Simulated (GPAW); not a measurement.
## methylbenzenedithiol between two Ag chains: transmission at several levels

How well does methylbenzenedithiol between two Ag chains conduct at low bias, and how far do basis and functional move the answer?

Calculated with GPAW 26.7.0; GPAW LCAO, PAW setups; Landauer transmission from Green's functions with principal layers (ASE), zero bias.

## (1) The structure

The cell holds 27 atoms: 12 Ag, 2 S, 7 C and 6 H. Cell: a = 15.731 Å, b = 10.565 Å, c = 39.272 Å, α = 90.0°, β = 90.0°, γ = 90.0°. Regions: left lead, 6 atoms (6 Ag); channel, 15 atoms (2 S, 7 C and 6 H); right lead, 6 atoms (6 Ag). Vacuum lies along a and b. The structure is stacked along c, and the current runs across the ab planes.

## (2) GPAW, dzp

The script solves lead and junction separately, takes H and S in the orbital basis, and joins semi-infinite leads through their self-energies; the dzp basis is the working standard.

run.py

```python
import json
import numpy as np
from ase import Atoms
from ase.transport.calculators import TransportCalculator
from gpaw import GPAW, FermiDirac
from gpaw.lcao.tools import get_lcao_hamiltonian
from scipy.linalg import eigh

# The junction with lead layers at both ends, along the third cell vector
device = Atoms(
    ['Ag', 'Ag', 'Ag', 'Ag', 'Ag', 'Ag', 'S', 'C', 'H', 'H', 'C', 'C', 'C', 'C', 'H', 'H', 'C', 'C', 'H', 'H', 'S', 'Ag', 'Ag', 'Ag', 'Ag', 'Ag', 'Ag'],
    positions=[
        [7.86562, 5.28241, 1.33000],
        [7.86562, 5.28241, 3.99000],
        [7.86562, 5.28241, 6.65000],
        [7.86562, 5.28241, 9.31000],
        [7.86562, 5.28241, 11.97000],
        [7.86562, 5.28241, 14.63000],
        [9.14848, 4.29564, 16.45597],
        [9.11432, 4.25047, 18.23387],
        [6.95748, 4.20714, 18.38672],
        [11.25858, 4.24939, 18.41125],
        [7.90316, 4.21223, 18.92271],
        [10.31356, 4.23131, 18.95197],
        [7.89250, 4.16882, 20.31922],
        [10.31953, 4.18755, 20.35889],
        [12.48124, 4.19681, 20.37703],
        [6.93465, 4.13126, 20.83362],
        [9.09160, 4.16179, 21.04492],
        [11.64087, 4.16715, 21.07909],
        [11.74162, 3.25000, 21.66821],
        [11.73385, 5.03971, 21.73360],
        [8.99251, 4.10136, 22.82817],
        [7.86562, 5.28241, 24.64169],
        [7.86562, 5.28241, 27.30169],
        [7.86562, 5.28241, 29.96169],
        [7.86562, 5.28241, 32.62169],
        [7.86562, 5.28241, 35.28169],
        [7.86562, 5.28241, 37.94169]],
    cell=[[15.73124, 0.0, 0.0], [0.0, 10.56482, 0.0], [0.0, 0.0, 39.27169]],
    pbc=True)

# One principal layer of the lead: the first 4 atoms of the device
lead = Atoms(
    ['Ag', 'Ag', 'Ag', 'Ag'],
    positions=[
        [7.86562, 5.28241, 1.33000],
        [7.86562, 5.28241, 3.99000],
        [7.86562, 5.28241, 6.65000],
        [7.86562, 5.28241, 9.31000]],
    cell=[[15.73124, 0.0, 0.0], [0.0, 10.56482, 0.0], [0.0, 0.0, 10.64]],
    pbc=True)

settings = dict(mode='lcao', basis='dzp', xc='PBE', h=0.2,
                occupations=FermiDirac(0.1), maxiter=250,
                mixer=dict(beta=0.1, nmaxold=8, weight=100.0),
                convergence=dict(density=0.0001))
energies = np.arange(-3, 3 + 1e-9, 0.075)
eta = 0.0001
n1, n2 = 1, 1
# k and -k transmit alike, so half of the mesh across the current serves
mesh = [(i, j) for i in range(n1) for j in range(n2) if (i, j) <= (-i % n1, -j % n2)]
weights = np.array([1 if (i, j) == (-i % n1, -j % n2) else 2 for i, j in mesh]) / (n1 * n2)


def ground_state(atoms, size, txt):
    atoms.calc = GPAW(kpts={'size': size, 'gamma': True}, symmetry={'tolerance': 1e-3}, txt=txt, **settings)
    atoms.get_potential_energy()
    return atoms.calc.get_fermi_level()


def blocks(atoms, fermi, points, nz, cells):
    """H - E_F S and S between cell 0 and the cells above it, at each point across the current."""
    kz = np.arange(nz) / nz
    calc = atoms.calc.fixed_density(kpts=[(*k, z) for k in points for z in kz], symmetry='off', txt=None)
    H, S = get_lcao_hamiltonian(calc)
    H = (H - fermi * S).reshape(len(H), len(points), nz, *S.shape[1:])
    S = S.reshape(H.shape[1:])
    phases = [np.exp(-2j * np.pi * kz * R) / nz for R in cells]
    return [(np.einsum('skzij,z->ksij', H, p), np.einsum('kzij,z->kij', S, p)) for p in phases]


def pair(a, b):
    return np.block([[a, b], [b.T.conj(), a]])


def count_channels(h, s, cells, nk=240):
    """Half the number of times that the lead's bands cross each energy, unfolded to its shortest repeat."""
    b = len(h) // cells
    bands = []
    for k in (np.arange(nk + 1) + 0.5) / nk:
        hk, sk = h[:b, :b].copy(), s[:b, :b].copy()
        for R in range(1, cells):
            phase, block = np.exp(2j * np.pi * k * R), slice(R * b, (R + 1) * b)
            hk += h[:b, block] * phase + (h[:b, block] * phase).T.conj()
            sk += s[:b, block] * phase + (s[:b, block] * phase).T.conj()
        w, u = eigh(sk)
        x = u[:, w > 1e-5] / w[w > 1e-5]**0.5  # drop near-dependent combinations
        bands.append(np.r_[eigh(x.T.conj() @ hk @ x, eigvals_only=True), [1e9] * (w <= 1e-5).sum()])
    below = np.array(bands)[:, :, None] < energies
    return (below[1:] != below[:-1]).sum((0, 1)) / 2


fermi_lead = ground_state(lead, (1, 1, 11), 'lead.txt')
fermi_device = ground_state(device, (1, 1, 2), 'device.txt')
T, channels, eigen, tail, misfit, shifts = [], [], [], 0.0, 0.0, []
for first in range(0, len(mesh), 152):
    points = [(i / n1, j / n2) for i, j in mesh[first:first + 152]]
    (H0k, S0k), (H1k, S1k), (H2k, _) = blocks(lead, fermi_lead, points, 5, range(3))
    [(Hk, Sk)] = blocks(device, fermi_device, points, 2, [0])
    tail = max(tail, abs(H2k).max())
    for H0, S0, H1, S1, H, S in zip(H0k, S0k, H1k, S1k, Hk, Sk):
        n = len(S0)
        # Shift the lead onto the potential of the device's first layer
        shift = ((H[:, 0, 0] - H0[:, 0, 0]) / S0[0, 0]).real.mean()
        shifts.append(shift)
        misfit = max(misfit, abs(H[:, :n, :n] - H0 - shift * S0).max())
        Tk, Ck, Ek = [], [], []
        for s in range(len(H)):
            t = s % len(H0)  # a lead without moments serves both spins
            h1, s1 = pair(H0[t] + shift * S0, H1[t] + shift * S1), pair(S0, S1)
            leads = dict(h1=h1, s1=s1, energies=energies, eta=eta, eta1=eta, eta2=eta)
            calc = TransportCalculator(h=H[s], s=S, eigenchannels=3, **leads)
            Tk.append(calc.get_transmission())
            Ek.append(np.sort(calc.eigenchannels_ne, axis=0)[::-1])
            Ck.append(count_channels(h1, s1, 8))
        T.append(Tk)
        channels.append(Ck)
        eigen.append(Ek)
T, channels = np.array(T), np.array(channels)
mean, open_channels = np.einsum('kse,k->se', T, weights), np.einsum('kse,k->se', channels, weights)

print(f'basis functions: device {len(S)}, principal layer {n}')
print(f'Fermi level: lead {fermi_lead:.4f} eV, device {fermi_device:.4f} eV; lead shifted by {np.mean(shifts):.4f} eV')
print(f'largest coupling past the next layer {tail:.2e} eV, largest misfit of the first layer {misfit:.3f} eV')
print('  E-E_F (eV)   ' + 'T (one spin)  channels')
for e, t, c in zip(energies, mean.T, open_channels.T):
    print(f'{e:10.3f}  ', *[f'{x:11.4e}' for x in t], *[f'{x:9.4f}' for x in c])

kT = 8.617333e-5 * 500
fine = np.linspace(energies[0], energies[-1], 4001)
both = np.exp(np.interp(fine, energies, np.log(np.maximum(mean.sum(0) * 2 / len(mean), 1e-30))))
fermi = lambda mu: 1 / (1 + np.exp(np.clip((fine - mu) / kT, -200, 200)))
slope = fermi(0) * (1 - fermi(0)) / kT
G = np.trapezoid(both * slope, fine) / 2
seebeck = -np.trapezoid(both * slope * fine, fine) / (2 * G * 500) * 1e6
print(f'conductance at 500 K: {G:.5g} G0 a cell; thermopower {seebeck:.4g} uV/K')
bias = [0.1, 0.2, 0.5, 1.0, 1.5, 2.0]
current = [38.74 * np.trapezoid(both * (fermi(V / 2) - fermi(-V / 2)), fine) for V in bias]
for V, I in zip(bias, current):
    print(f'current from the zero-bias T(E) at {V} V: {I:.5g} uA')
zero = abs(energies).argmin()
json.dump(dict(energies=energies.tolist(), T=mean.tolist(), channels=open_channels.tolist(), G=G, seebeck=seebeck,
               bias=bias, current=current, tail=tail, misfit=misfit, shift=np.mean(shifts), n_device=len(S), n_lead=n,
               fermi=[fermi_lead, fermi_device], energy=device.get_potential_energy(),
               moments=device.get_magnetic_moments().tolist(), mesh=mesh, weights=weights.tolist(),
               T_k=T[:, :, zero].tolist(), eigen=np.array(eigen[0]).tolist()), open('result.json', 'w'))
```

Command:

```bash
OMP_NUM_THREADS=1 OPENBLAS_NUM_THREADS=1 python run.py
```

The program printed:

```text
basis functions: device 471, principal layer 108
Fermi level: lead -4.2780 eV, device -4.2423 eV; lead shifted by 0.0076 eV
largest coupling past the next layer 3.56e-05 eV, largest misfit of the first layer 0.155 eV
  E-E_F (eV)   T (one spin)  channels
    -3.000    1.0073e+00    3.0000
    -2.925    1.0325e+00    3.0000
    -2.850    7.2253e-01    3.0000
    -2.775    5.4871e-01    3.0000
    -2.700    8.7906e-01    3.0000
    -2.625    9.3855e-01    3.0000
    -2.550    3.6078e-01    3.0000
    -2.475    1.6893e-01    5.0000
    -2.400    1.1482e-01    5.0000
    -2.325    1.0049e-01    5.0000
    -2.250    9.2722e-02    5.0000
    -2.175    7.5500e-02    3.0000
    -2.100    6.3699e-02    3.0000
    -2.025    5.2095e-02    3.0000
    -1.950    4.2221e-02    3.0000
    -1.875    3.0684e-02    3.0000
[...]
2.475    3.8004e-03    1.0000
     2.550    4.3353e-03    1.0000
     2.625    5.0312e-03    1.0000
     2.700    5.9594e-03    1.0000
     2.775    7.2397e-03    1.0000
     2.850    9.0927e-03    1.0000
     2.925    1.1988e-02    1.0000
     3.000    2.1493e-02    2.0000
conductance at 500 K: 0.41933 G0 a cell; thermopower 26.39 uV/K
current from the zero-bias T(E) at 0.1 V: 3.1319 uA
current from the zero-bias T(E) at 0.2 V: 5.6712 uA
current from the zero-bias T(E) at 0.5 V: 9.1019 uA
current from the zero-bias T(E) at 1.0 V: 10.326 uA
current from the zero-bias T(E) at 1.5 V: 13.185 uA
current from the zero-bias T(E) at 2.0 V: 18.598 uA
```

The job ended after 2.7 min (1 thread of Intel Xeon Platinum 8488C (Sapphire Rapids), shared host; peak memory 2.4 GiB).

This step gave:

```
conductance                                             : 0.4193 G₀
largest coupling past the next principal layer          : 3.56e-5 eV
largest misfit of the first principal layer             : 0.1552 eV
shift that aligns the lead                              : 0.007561 eV
basis functions of the junction                         : 471
basis functions of a principal layer                    : 108
transmission at the Fermi level (one spin)              : 0.6638
open channels of the lead at the Fermi level (one spin) : 1
```

One spin. Transmission, zone mean against energy, zero at the Fermi level:

```csv
energy (eV),"transmission, zone mean"
-3.00,1.01
-2.85,0.723
-2.70,0.879
-2.62,0.939
-2.55,0.361
-2.33,0.100
-2.17,0.0755
-2.02,0.0521
-1.88,0.0307
-1.73,6.6e-4
-1.57,4.2e-11
-1.35,0
-1.20,0
-1.05,0.0281
-0.90,0.730
-0.75,0.0880
-0.60,0.496
-0.38,0.0179
-0.23,0.0634
-0.07,0.529
0.00,0.664
0.07,0.201
0.23,0.0394
0.38,0.0148
0.60,0.00587
0.75,0.00393
0.90,0.00296
1.05,0.00243
1.20,0.00213
1.35,0.00197
1.57,0.00190
1.73,0.00194
1.88,0.00205
2.02,0.00225
2.17,0.00257
2.33,0.00305
2.55,0.00434
2.70,0.00596
2.85,0.00909
3.00,0.0215
```

Crossings of the lead's bands, unfolded to its shortest repeat. Open channels, zone mean against energy, zero at the Fermi level:

```csv
energy (eV),"open channels, zone mean"
-3.00,3
-2.77,3
-2.55,3
-2.40,5
-2.17,3
-1.95,3
-1.73,1
-1.57,0
-1.35,0
-1.12,0
-0.90,1
-0.75,1
-0.53,1
-0.30,1
-0.07,1
0.00,1
0.07,1
0.30,1
0.53,1
0.75,1
0.90,1
1.12,1
1.35,1
1.57,1
1.73,1
1.95,1
2.17,1
2.40,1
2.55,1
2.77,1
3.00,2
```

Not self-consistent under bias; the bias window is split evenly. Current through one cell, from the zero-bias transmission against bias:

```csv
bias (V),"current through one cell, from the zero-bias transmission (μA)"
0.100,3.13
0.200,5.67
0.500,9.10
1.000,10.3
1.500,13.2
2.000,18.6
```

The transmission of the three most open eigenchannels by energy, zero at the Fermi level:

```csv
energy (eV),channel 1,channel 2,channel 3
-3.0000,0.874,0.134,8.5e-5
-2.7750,0.549,1.1e-4,7.5e-7
-2.4750,0.117,0.0518,2.9e-5
-2.2500,0.0571,0.0356,8.7e-5
-2.0250,0.0349,0.0171,1.0e-4
-1.7250,6.6e-4,1.4e-11,0
-1.5000,0,0,0
-1.2750,0,0,0
-0.9750,0.161,0,0
-0.7500,0.0880,0,0
-0.5250,0.0292,0,0
-0.2250,0.0634,0,0
0.0000,0.664,0,0
0.2250,0.0394,0,0
0.5250,0.00759,0,0
0.7500,0.00393,0,0
0.9750,0.00265,0,0
1.2750,0.00204,0,0
1.5000,0.00190,0,0
1.7250,0.00194,0,0
2.0250,0.00225,0,0
2.2500,0.00278,0,0
2.4750,0.00380,0,0
2.7750,0.00724,1.7e-12,0
3.0000,0.0214,1.0e-4,9.9e-9
```

Couplings past the next layer reach 3.6e-5 eV, small enough to drop; the matrix elements of the cell's first layer differ from the bulk lead's by up to 0.16 eV. That layer keeps its own values in the calculation, and only beyond it is the lead taken as perfect. The Fermi levels of lead and junction count from different zeros of potential, one for each periodic cell; with both set to zero, the small remaining shift is what aligns them. By hand: G = 0.4193 × 77.48 μS = 32.5 μS, a resistance of 30.8 kΩ; at 0.1 V a linear junction would pass 3.25 μA, and the integral over the bias window gives 3.13 μA.

## (3) GPAW, szp: basis = "szp(dzp)"

The second zeta is dropped, the polarisation orbitals stay.

Edit run.py of step 2 so:

```diff
@@ -53,3 +53,3 @@
 
-settings = dict(mode='lcao', basis='dzp', xc='PBE', h=0.2,
+settings = dict(mode='lcao', basis='szp(dzp)', xc='PBE', h=0.2,
                 occupations=FermiDirac(0.1), maxiter=250,
```

The program printed:

```text
basis functions: device 285, principal layer 60
Fermi level: lead -4.2285 eV, device -4.3887 eV; lead shifted by 0.0135 eV
largest coupling past the next layer 3.56e-05 eV, largest misfit of the first layer 0.177 eV
  E-E_F (eV)   T (one spin)  channels
    -3.000    9.5771e-01    3.0000
    -2.925    8.1051e-01    3.0000
    -2.850    5.1648e-01    3.0000
    -2.775    1.4903e-01    3.0000
    -2.700    7.1090e-01    3.0000
    -2.625    6.2875e-02    3.0000
    -2.550    2.6590e-02    3.0000
    -2.475    2.0886e-02    3.0000
    -2.400    1.9953e-02    5.0000
    -2.325    2.1089e-02    5.0000
    -2.250    2.2771e-02    5.0000
    -2.175    2.3168e-02    3.0000
    -2.100    6.3284e-03    3.0000
    -2.025    2.1460e-02    3.0000
    -1.950    1.7774e-02    3.0000
    -1.875    1.4725e-02    3.0000
[...]
2.475    8.9386e-03    1.0000
     2.550    1.0975e-02    1.0000
     2.625    1.3899e-02    1.0000
     2.700    1.8277e-02    1.0000
     2.775    2.5014e-02    1.0000
     2.850    3.0716e-02    1.0000
     2.925    8.4815e-02    1.0000
     3.000    1.9431e-01    2.0000
conductance at 500 K: 0.30431 G0 a cell; thermopower 70.19 uV/K
current from the zero-bias T(E) at 0.1 V: 2.3329 uA
current from the zero-bias T(E) at 0.2 V: 4.4612 uA
current from the zero-bias T(E) at 0.5 V: 7.8134 uA
current from the zero-bias T(E) at 1.0 V: 9.8063 uA
current from the zero-bias T(E) at 1.5 V: 14.163 uA
current from the zero-bias T(E) at 2.0 V: 19.209 uA
```

Elapsed: 2 min, on 1 thread; peak memory 2.3 GiB.

Numbers from this step:

```yaml
conductance: 0.3043 G₀
largest_misfit_of_the_first_principal_layer: 0.1770 eV
shift_that_aligns_the_lead: 0.01352 eV
basis_functions_of_the_junction: 285
basis_functions_of_a_principal_layer: 60
transmission_at_the_fermi_level_one_spin: 0.2782
```

One spin. Table of transmission, zone mean by energy, zero at the Fermi level:

```csv
energy (eV),"transmission, zone mean"
-3.0000,0.958
-2.7750,0.149
-2.7000,0.711
-2.4750,0.0209
-2.2500,0.0228
-2.0250,0.0215
-1.7250,3.2e-4
-1.5000,0
-1.2750,0
-0.9750,0.0521
-0.8250,0.689
-0.7500,0.351
-0.5250,0.542
-0.2250,0.0679
-0.0750,0.812
0.0000,0.278
0.2250,0.0253
0.5250,0.00666
0.7500,0.00402
0.9750,0.00306
1.2750,0.00267
1.5000,0.00272
1.7250,0.00302
2.0250,0.00398
2.2500,0.00554
2.4750,0.00894
2.7750,0.0250
3.0000,0.194
```

Crossings of the lead's bands, unfolded to its shortest repeat. Table of open channels, zone mean by energy, zero at the Fermi level:

energy (eV), open channels, zone mean and a bar:
```
    -3.00       3.00 ##################
    -2.85       3.00 ##################
    -2.70       3.00 ##################
    -2.55       3.00 ##################
    -2.33       5.00 ##############################
    -2.17       3.00 ##################
    -2.02       3.00 ##################
    -1.88       3.00 ##################
    -1.73       1.00 ######
    -1.57       1.00 ######
    -1.35       0.00 
    -1.20       0.00 
    -1.05       1.00 ######
    -0.90       1.00 ######
    -0.75       1.00 ######
    -0.60       1.00 ######
    -0.38       1.00 ######
    -0.23       1.00 ######
    -0.07       1.00 ######
     0.00       1.00 ######
     0.07       1.00 ######
     0.23       1.00 ######
     0.38       1.00 ######
     0.60       1.00 ######
     0.75       1.00 ######
     0.90       1.00 ######
     1.05       1.00 ######
     1.20       1.00 ######
     1.35       1.00 ######
     1.57       1.00 ######
     1.73       1.00 ######
     1.88       1.00 ######
     2.02       1.00 ######
     2.17       1.00 ######
     2.33       1.00 ######
     2.55       1.00 ######
     2.70       1.00 ######
     2.85       1.00 ######
     3.00       2.00 ############
```

Not self-consistent under bias; the bias window is split evenly. Table of current through one cell, from the zero-bias transmission by bias:

```csv
bias (V),"current through one cell, from the zero-bias transmission (μA)"
0.100,2.33
0.200,4.46
0.500,7.81
1.000,9.81
1.500,14.2
2.000,19.2
```

The transmission of the three most open eigenchannels by energy, zero at the Fermi level:

```csv
energy (eV),channel 1,channel 2,channel 3
-3.00,0.906,0.0517,1.0e-4
-2.85,0.515,0.00122,3.9e-6
-2.70,0.703,0.00808,4.1e-6
-2.55,0.0160,0.0106,1.1e-5
-2.33,0.0167,0.00440,3.6e-5
-2.17,0.0190,0.00413,6.4e-5
-2.02,0.0185,0.00283,7.8e-5
-1.88,0.0128,0.00182,7.3e-5
-1.73,3.2e-4,5.7e-9,1.4e-10
-1.57,5.0e-5,0,0
-1.35,0,0,0
-1.20,0,0,0
-1.05,0.00818,5.2e-12,0
-0.90,0.171,0,0
-0.75,0.351,0,0
-0.60,0.104,0,0
-0.38,0.0226,0,0
-0.23,0.0679,0,0
-0.07,0.812,0,0
0.00,0.278,0,0
0.07,0.0934,0,0
0.23,0.0253,0,0
0.38,0.0114,0,0
0.60,0.00545,0,0
0.75,0.00402,0,0
0.90,0.00328,0,0
1.05,0.00290,0,0
1.20,0.00271,0,0
1.35,0.00266,0,0
1.57,0.00279,0,0
1.73,0.00302,0,0
1.88,0.00340,0,0
2.02,0.00398,0,0
2.17,0.00490,0,0
2.33,0.00638,0,0
2.55,0.0110,0,0
2.70,0.0183,0,0
2.85,0.0307,5.4e-12,0
3.00,0.194,3.7e-5,1.8e-10
```

The conductance, 0.304 G₀, lies 27 % below that of the dzp run. One computed point stands apart from its neighbours (T = 0.812 at -0.075 eV, between 0.231 and 0.278), which enters the thermal average.

## (4) Minimal basis

One function for each valence shell of the setup, as for a first survey of a large system.

Edit run.py of step 3 so:

```diff
@@ -53,3 +53,3 @@
 
-settings = dict(mode='lcao', basis='szp(dzp)', xc='PBE', h=0.2,
+settings = dict(mode='lcao', basis='sz(dzp)', xc='PBE', h=0.2,
                 occupations=FermiDirac(0.1), maxiter=250,
```

The program printed:

```text
basis functions: device 186, principal layer 48
Fermi level: lead -4.2394 eV, device -4.4570 eV; lead shifted by 0.0154 eV
largest coupling past the next layer 3.59e-05 eV, largest misfit of the first layer 0.105 eV
  E-E_F (eV)   T (one spin)  channels
    -3.000    4.6146e-01    3.0000
    -2.925    3.8906e-01    3.0000
    -2.850    3.0416e-01    3.0000
[...]
2.925    3.3107e-02    1.0000
     3.000    5.9534e-02    2.0000
conductance at 500 K: 0.23034 G0 a cell; thermopower 87.46 uV/K
current from the zero-bias T(E) at 0.1 V: 1.7863 uA
current from the zero-bias T(E) at 0.2 V: 3.5015 uA
current from the zero-bias T(E) at 0.5 V: 6.4167 uA
current from the zero-bias T(E) at 1.0 V: 9.2468 uA
current from the zero-bias T(E) at 1.5 V: 14.517 uA
current from the zero-bias T(E) at 2.0 V: 17.067 uA
```

Run time: 1.9 min. Hardware: 1 thread; peak memory 2.2 GiB.

This step gave:

```yaml
conductance: 0.2303 G₀
largest_coupling_past_the_next_principal_layer: 3.59e-5 eV
largest_misfit_of_the_first_principal_layer: 0.1055 eV
shift_that_aligns_the_lead: 0.01537 eV
basis_functions_of_the_junction: 186
basis_functions_of_a_principal_layer: 48
transmission_at_the_fermi_level_one_spin: 0.1641
```

The conductance, 0.230 G₀, lies 45 % below that of the dzp run. One computed point stands apart from its neighbours (T = 0.735 at -0.075 eV, between 0.241 and 0.164), which enters the thermal average.

(Part 1 of 2 ends here.)

[Logs are printed without paths, hosts, clocks, repeated set-up lines and the standing remarks that a program may print on its own settings, such as how far it seeks lower states.]

[Hosts, paths, dates, database ids (printed as entryN), source tags and the programs' standing remarks are cut or masked in the printed files.]
